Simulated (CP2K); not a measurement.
Two runs for the C K edge of 2-fluorocarbonylpyrimidine. Run A: CP2K XAS_TDP, all-electron GAPW, PBEh(45%), aug-cc-pVDZ, TDA, no relativity. Run B differs in one setting.

First lines with a strength over 0.0015. A:

```csv
atom,energy (eV),states,"strength, one atom"
"C2 (bonded to C, F and O)",283.43,1,0.0636
,288.08,1,0.0182
,288.73,1,0.0362
,289.87,1,0.0091
,290.38,1,0.0111
C4 (bonded to C and 2 N),282.10,1,0.0469
,286.54,1,0.0177
,287.40,1,0.0034
,288.08,1,0.0059
,288.75,1,0.0078
"C6 (bonded to C, N and H)",281.52,1,0.0588
,285.93,1,0.0130
,287.01,1,0.0054
,287.05,1,0.0041
,287.60,1,0.0031
C7 (bonded to 2 C and H),281.05,1,0.0479
,284.83,1,0.0136
,285.79,1,0.0114
,286.26,1,0.0047
,287.50,1,0.0037
```

B:

```csv
atom,energy (eV),states,"strength, one atom"
"C2 (bonded to C, F and O)",290.24,1,0.0621
,294.89,1,0.0178
,295.54,1,0.0354
,296.67,1,0.0089
,297.18,1,0.0108
C4 (bonded to C and 2 N),287.49,1,0.0460
,291.92,1,0.0174
,292.79,1,0.0033
,293.46,1,0.0058
,294.14,1,0.0076
"C6 (bonded to C, N and H)",287.38,1,0.0576
,291.79,1,0.0127
,292.87,1,0.0053
,292.92,1,0.0040
,293.46,1,0.0031
C7 (bonded to 2 C and H),286.81,1,0.0469
,290.59,1,0.0134
,291.55,1,0.0112
,292.03,1,0.0046
,293.26,1,0.0037
```

Which was it: scalar relativity switched on, the basis, GW2X switched on, the functional?

GW2X switched on. GW2X shifts an atom's lines together and keeps their spacings. Against PBEh(45%) in aug-cc-pVDZ, the leading lines move by +6.81 eV (C2, to 290.24), +5.39 eV (C4, to 287.49), +5.86 eV (C6, to 287.38) and +5.76 eV (C7, to 286.81).

[Banner, clock and machine lines of the logs are left out without a mark of their own.]

[Logs are printed without paths, hosts, clocks, repeated set-up lines and the standing remarks that a program may print on its own settings, such as how far it seeks lower states.]

[Hosts, paths, dates, database ids (printed as entryN), source tags and the programs' standing remarks are cut or masked in the printed files.]
